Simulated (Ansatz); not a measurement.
# Lattice dynamics of MoS3 (built on the sites of a database entry of WO3), part 2 of 2

Aim: the vibrations of MoS3 (built on the sites of a database entry of WO3), their spectra, and whether the structure is stable.

Ansatz 0.2.0; DFT PBEsol, scalar-relativistic, plane waves, PseudoDojo norm-conserving pseudopotentials.

So far, highest frequency on the path or at a solved wavevector (cm⁻¹): step 6 (phonons on a q mesh) 507. Also lowest frequency on the path (cm⁻¹): step 6 -218.

The structure was built from a prototype and need not be the compound's stable phase.

### Step 7. Another isotope, element Mo, natural mass 95.95 amu (continued)

The same force constants with the mass of Mo changed from 95.950 to 99.907 u (phonopy, no LO-TO term). Both lists are sorted by frequency; levels can cross, so a row need not hold one and the same mode. Modes under 3 cm⁻¹ are left out. Isotope shifts, by row, the first 40 of 45 rows:

```
             q  rank  natural mass (cm⁻¹)  changed mass (cm⁻¹)
         0 0 0     4                56.12                55.63
         0 0 0     5                56.12                55.63
         0 0 0     6                56.12                55.63
         0 0 0     7                107.3                107.3
         0 0 0     8                107.3                107.3
         0 0 0     9                107.3                107.3
         0 0 0    10                378.1                377.6
         0 0 0    11                378.1                377.6
         0 0 0    12                378.1                377.6
      0 0 -0.5     1               -46.38               -45.54
      0 0 -0.5     2               -46.38               -45.54
      0 0 -0.5     3                82.05                   82
      0 0 -0.5     4                82.05                   82
      0 0 -0.5     5                119.2                119.2
      0 0 -0.5     6                139.8                139.8
      0 0 -0.5     7                157.8                157.8
      0 0 -0.5     8                157.8                157.8
      0 0 -0.5     9                176.3                172.8
      0 0 -0.5    10                366.3                365.8
      0 0 -0.5    11                366.3                365.8
      0 0 -0.5    12                421.6                421.6
   0 -0.5 -0.5     1               -73.49               -72.12
   0 -0.5 -0.5     2               -14.35               -14.35
   0 -0.5 -0.5     3                102.1                102.1
   0 -0.5 -0.5     4                130.5                130.5
   0 -0.5 -0.5     5                130.5                130.5
   0 -0.5 -0.5     6                  157                  157
   0 -0.5 -0.5     7                  157                  157
   0 -0.5 -0.5     8                170.4                  167
   0 -0.5 -0.5     9                170.4                  167
   0 -0.5 -0.5    10                227.9                227.9
   0 -0.5 -0.5    11                  353                352.5
   0 -0.5 -0.5    12                466.9                466.9
-0.5 -0.5 -0.5     1               -218.3               -218.3
-0.5 -0.5 -0.5     2               -218.3               -218.3
-0.5 -0.5 -0.5     3                -9.69                -9.69
-0.5 -0.5 -0.5     4                -9.69                -9.69
-0.5 -0.5 -0.5     5                -9.69                -9.69
-0.5 -0.5 -0.5     6                164.5                161.2
-0.5 -0.5 -0.5     7                164.5                161.2
```

A mode of this element alone would shift by -2.00 %. The highest zone-centre frequency without the field goes from 378.1 to 377.6 cm⁻¹ (-0.1 %). The product of the frequency ratios over all optical modes at Γ is 0.970; the product rule, (m/m′)^(3k/2) (M′/M)^(3/2) with k = 1 such atoms and M the mass of the cell, gives 0.970.

### Step 8. Another isotope, element S, natural mass 32.06 amu

The same for S, from 32.06 to 33.97 u.

The same force constants with the mass of S changed from 32.060 to 33.968 u (phonopy, no LO-TO term). Both lists are sorted by frequency; levels can cross, so a row need not hold one and the same mode. Modes under 3 cm⁻¹ are left out. Isotope shifts, by row, the first 40 of 45 rows:

```
             q  rank  natural mass (cm⁻¹)  changed mass (cm⁻¹)
         0 0 0     4                56.12                55.22
         0 0 0     5                56.12                55.22
         0 0 0     6                56.12                55.22
         0 0 0     7                107.3                104.3
         0 0 0     8                107.3                104.3
         0 0 0     9                107.3                104.3
         0 0 0    10                378.1                  368
         0 0 0    11                378.1                  368
         0 0 0    12                378.1                  368
      0 0 -0.5     1               -46.38               -46.24
      0 0 -0.5     2               -46.38               -46.24
      0 0 -0.5     3                82.05                79.78
      0 0 -0.5     4                82.05                79.78
      0 0 -0.5     5                119.2                115.8
      0 0 -0.5     6                139.8                135.9
      0 0 -0.5     7                157.8                153.3
      0 0 -0.5     8                157.8                153.3
      0 0 -0.5     9                176.3                176.2
      0 0 -0.5    10                366.3                356.6
      0 0 -0.5    11                366.3                356.6
      0 0 -0.5    12                421.6                409.6
   0 -0.5 -0.5     1               -73.49               -73.34
   0 -0.5 -0.5     2               -14.35               -13.94
   0 -0.5 -0.5     3                102.1                 99.2
   0 -0.5 -0.5     4                130.5                126.8
   0 -0.5 -0.5     5                130.5                126.8
   0 -0.5 -0.5     6                  157                152.5
   0 -0.5 -0.5     7                  157                152.5
   0 -0.5 -0.5     8                170.4                170.4
   0 -0.5 -0.5     9                170.4                170.4
   0 -0.5 -0.5    10                227.9                221.4
   0 -0.5 -0.5    11                  353                343.6
   0 -0.5 -0.5    12                466.9                453.6
-0.5 -0.5 -0.5     1               -218.3               -212.1
-0.5 -0.5 -0.5     2               -218.3               -212.1
-0.5 -0.5 -0.5     3                -9.69                -9.42
-0.5 -0.5 -0.5     4                -9.69                -9.42
-0.5 -0.5 -0.5     5                -9.69                -9.42
-0.5 -0.5 -0.5     6                164.5                164.5
-0.5 -0.5 -0.5     7                164.5                164.5
```

A mode of this element alone would shift by -2.85 %. The highest zone-centre frequency without the field goes from 378.1 to 368.0 cm⁻¹ (-2.7 %). The product of the frequency ratios over all optical modes at Γ is 0.806; the product rule, (m/m′)^(3k/2) (M′/M)^(3/2) with k = 3 such atoms and M the mass of the cell, gives 0.806.

### Step 9. Results

```yaml
space_group_after_relaxation_within_0p01_a: Pm-3m
volume_per_atom: 24.8 Å³
electronic_character: no gap on this mesh
highest_optical_mode_at_the_zone_centre_no_lo_to_term: 378 cm⁻¹
lowest_optical_zone_centre_mode: 56.1 cm⁻¹
lowest_mode_on_the_q_mesh_acoustic_modes_at_gamma_apart: -218 cm⁻¹
highest_frequency_on_the_path_or_at_a_solved_wavevector: 507 cm⁻¹
imaginary_modes_on_the_2x2x2_q_mesh: yes
```

**Reading.** Modes are clearly imaginary (beyond 10i cm⁻¹) at 3 of the 4 irreducible wavevectors, most at q = (-0.5, -0.5, -0.5) (218.3i cm⁻¹), so this structure is not a minimum of the energy. The optical modes at Γ span 56 to 378 cm⁻¹. The highest mode in this list at Γ, 378.1 cm⁻¹, is mostly motion of S (94 % of the kinetic energy). With no gap, or one that is small against the smearing, the frequencies hang on the k mesh and the smearing, most of all near Kohn anomalies. A phonon run warned that its eigensolver left some bands unconverged in a pass. The starting cell was built on a prototype and not taken from a measurement, so the phase need not exist. These are harmonic frequencies at zero temperature: anharmonic shifts, linewidths and thermal expansion are left out.

[Logs are printed without paths, hosts, clocks, repeated set-up lines and the standing remarks that a program may print on its own settings, such as how far it seeks lower states.]

[Hosts, paths, dates, database ids (printed as entryN), source tags and the programs' standing remarks are cut or masked in the printed files.]
